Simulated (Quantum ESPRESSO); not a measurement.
## ZnS (F-43m): a worked LO-TO splitting

How high does the longitudinal optical mode of ZnS (F-43m) lie, given the transverse one, the Born charge and ε∞?

Program: Quantum ESPRESSO 7.5. Level of theory: DFT LDA, scalar-relativistic, plane waves, PseudoDojo norm-conserving pseudopotentials. Results are calculated unless marked as measured.

The database entry behind the starting cell differs from later determinations by our own check (about 0.1 % short), so it need not match the best structure at ambient conditions.

### 1. The relaxed structure

The structure is cubic, space group F-43m (No. 216). The conventional cell has a = 5.298 Å, b = 5.298 Å, c = 5.298 Å, α = 90.00°, β = 90.00°, γ = 90.00°. Nearest to Zn lie 4 S at 2.29 Å. Nearest to S lie 4 Zn at 2.29 Å. Farther neighbours and most contacts between anions are not listed.

Structure file:

```cif
data_structure
_symmetry_space_group_name_H-M 'P 1'
_symmetry_Int_Tables_number 1
_cell_length_a 3.7459
_cell_length_b 3.7459
_cell_length_c 3.7459
_cell_angle_alpha 60.000
_cell_angle_beta 60.000
_cell_angle_gamma 60.000
_cell_volume 37.17
loop_
_atom_site_label
_atom_site_type_symbol
_atom_site_fract_x
_atom_site_fract_y
_atom_site_fract_z
_atom_site_occupancy
Zn1 Zn 0.25000 0.25000 0.25000 1
S2 S 0.00000 0.00000 0.00000 1
```

This is the cell after its relaxation at this level of theory, not the database cell from which that began.

### 2. What the response run gave

A linear-response run on the relaxed cell, with the response to an electric field; only its zone-centre results are used. Cutoff 84 Ry, k mesh 8×8×8.

What it wrote:

```text
[banners, grids, parts of the stress and lines that vanish by symmetry left out]
Program PHONON v.7.5
     Reading xml data from directory:

[...]
Exchange-correlation= PW
                           (   1   4   0   0   0   0   0)
[...]
kinetic-energy cut-off    =      84.0000  Ry
     charge density cut-off    =     336.0000  Ry
     convergence threshold     =      1.0E-18
[...]
Exchange-correlation= PW
                           (   1   4   0   0   0   0   0)
[...]
q = (   0.0000000   0.0000000   0.0000000 )
     25 Sym.Ops. (with q -> -q+G )
     G cutoff =  426.4771  (  26229 G-vectors)     FFT grid: ( 45, 45, 45)
     number of k points=    29
[...]
Mode symmetry, T_d (-43m)  point group:
[...]
Dielectric constant
[...]
End of electric fields calculation
          Dielectric constant in cartesian axis
          (       6.348322008       0.000000000      -0.000000000 )
          (       0.000000000       6.348322008      -0.000000000 )
          (      -0.000000000      -0.000000000       6.348322008 )
          Effective charges (d Force / dE) in cartesian axis without acoustic sum rule applied (asr)
           atom    1  Zn    Mean Z*:        1.90977
      Ex  (        1.90977       -0.00000       -0.00000 )
      Ey  (       -0.00000        1.90977        0.00000 )
      Ez  (       -0.00000        0.00000        1.90977 )
           atom    2  S     Mean Z*:       -1.92899
      Ex  (       -1.92899       -0.00000       -0.00000 )
      Ey  (       -0.00000       -1.92899       -0.00000 )
      Ez  (       -0.00000       -0.00000       -1.92899 )
          Effective charges Sum: Mean:       -0.01922
[...]
Effective charges (d Force / dE) in cartesian axis with asr applied:
           atom    1  Zn    Mean Z*:        1.91938
[...]
atom    2  S     Mean Z*:       -1.91938
[...]
Representation #   1 modes #   1   2   3
[...]
End of self-consistent calculation
     Convergence has been achieved
     Representation #   2 modes #   4   5   6
[...]
End of self-consistent calculation
     Convergence has been achieved
[...]
Dielectric constant in cartesian axis
          (       6.348322008       0.000000000      -0.000000000 )
          (       0.000000000       6.348322008      -0.000000000 )
          (      -0.000000000      -0.000000000       6.348322008 )
          Effective charges (d Force / dE) in cartesian axis without acoustic sum rule applied (asr)
           atom    1  Zn    Mean Z*:        1.90977
      Ex  (        1.90977       -0.00000       -0.00000 )
      Ey  (       -0.00000        1.90977        0.00000 )
      Ez  (       -0.00000        0.00000        1.90977 )
           atom    2  S     Mean Z*:       -1.92899
      Ex  (       -1.92899       -0.00000       -0.00000 )
      Ey  (       -0.00000       -1.92899       -0.00000 )
      Ez  (       -0.00000       -0.00000       -1.92899 )
          Effective charges Sum: Mean:       -0.01922
[...]
Effective charges (d Force / dE) in cartesian axis with asr applied:
           atom    1  Zn    Mean Z*:        1.91938
[...]
atom    2  S     Mean Z*:       -1.91938
[...]
q = (    0.000000000   0.000000000   0.000000000 )
[...]
freq (    1) =      -0.084763 [THz] =      -2.827402 [cm-1]
     freq (    2) =      -0.084763 [THz] =      -2.827402 [cm-1]
     freq (    3) =      -0.084763 [THz] =      -2.827402 [cm-1]
     freq (    4) =       8.729101 [THz] =     291.171476 [cm-1]
     freq (    5) =       8.729101 [THz] =     291.171476 [cm-1]
     freq (    6) =       8.729101 [THz] =     291.171476 [cm-1]
[...]
Mode symmetry, T_d (-43m)  point group:
     freq (   1-   3) =         -2.8  [cm-1]   --> T_2  G_15 P_4   I+R
     freq (   4-   6) =        291.2  [cm-1]   --> T_2  G_15 P_4   I+R

   JOB DONE.
```

```
                       quantity   value
             cell volume Ω (Å³)  37.167
                 mass of Zn (u)  65.380
                  mass of S (u)  32.060
     Born charge of Zn, raw (e)   1.910
      Born charge of S, raw (e)  -1.929
                             ε∞   6.348
ω(TO) after the sum rule (cm⁻¹)   291.2
```

### 3. The calculation

The charges must sum to zero over the cell; taking off their mean, -0.010 e, leaves Z* = 1.919 e on Zn. In the polar mode Zn moves against S, so the reduced mass is μ = 65.38 × 32.06 / 97.44 = 21.512 u.

A longitudinal wave builds up a field that adds to the restoring force: ω(LO)² = ω(TO)² + 4π Z*² / (μ Ω ε∞), in Hartree atomic units. With μ = 39213 electron masses and Ω = 250.82 bohr³ the second term is 7.4147e-07 Ha², or 35716 cm⁻² (1 Ha = 219474.6 cm⁻¹).

So ω(LO) = √(84786 + 35716) = 347.1 cm⁻¹, and by the Lyddane-Sachs-Teller relation ε₀ = ε∞ (ω(LO)/ω(TO))² = 9.02.

### 4. Check against the program

The analysis program adds the same non-analytic term to the full matrix, here for q along (1 0 0).

What it wrote:

```text
[banner, memory and clock lines left out]
Program DYNMAT v.7.5

     Reading Dynamical Matrix from file g.dyn
     ...Force constants read
     ...epsilon and Z* read

     Polarizability (A^3 units)
     multiply by 0.359354 for Clausius-Mossotti correction
        15.818685    0.000000   -0.000000
         0.000000   15.818685   -0.000000
        -0.000000   -0.000000   15.818685

     IR activities are in (D/A)^2/amu units

# mode   [cm-1]    [THz]      IR
    1     -0.00   -0.0000    0.0000
    2     -0.00   -0.0000    0.0000
    3     -0.00   -0.0000    0.0000
    4    291.18    8.7293    3.9511
    5    291.18    8.7293    3.9511
    6    347.13   10.4067    3.9511
```

ε₀ comes from the program's run without a direction of q.

```
    quantity  by hand  program
ω(LO) (cm⁻¹)    347.1    347.1
          ε₀     9.02     9.02
```

### 5. What came out

| Property | Result |
| --- | --- |
| TO mode | 291.2 cm⁻¹ |
| LO mode | 347.1 cm⁻¹ |
| static dielectric constant | 9.023 |

In words: The LO mode of ZnS (F-43m) lies at 347 cm⁻¹, 56 cm⁻¹ above the TO mode; the formula meets the program within 0.1 cm⁻¹, as it must for a cubic crystal with one polar mode. ω(LO)² − ω(TO)² goes with Z*²/ε∞: an error of 5 % in ε∞ would move the LO mode by 2.5 cm⁻¹, and semilocal functionals tend to overestimate ε∞. The raw charges miss their sum by 0.019 e, a sign that the k mesh is short for the field response, so ε∞ may be some per cent too high. These are harmonic values at zero temperature, at the volume of this functional, for the structure held cubic; stability elsewhere in the zone is no part of this calculation.

[Host names and launcher messages were left out of these logs when they were recorded.]

[Logs are printed without paths, hosts, clocks, repeated set-up lines and the standing remarks that a program may print on its own settings, such as how far it seeks lower states.]

[Hosts, paths, dates, database ids (printed as entryN), source tags and the programs' standing remarks are cut or masked in the printed files.]
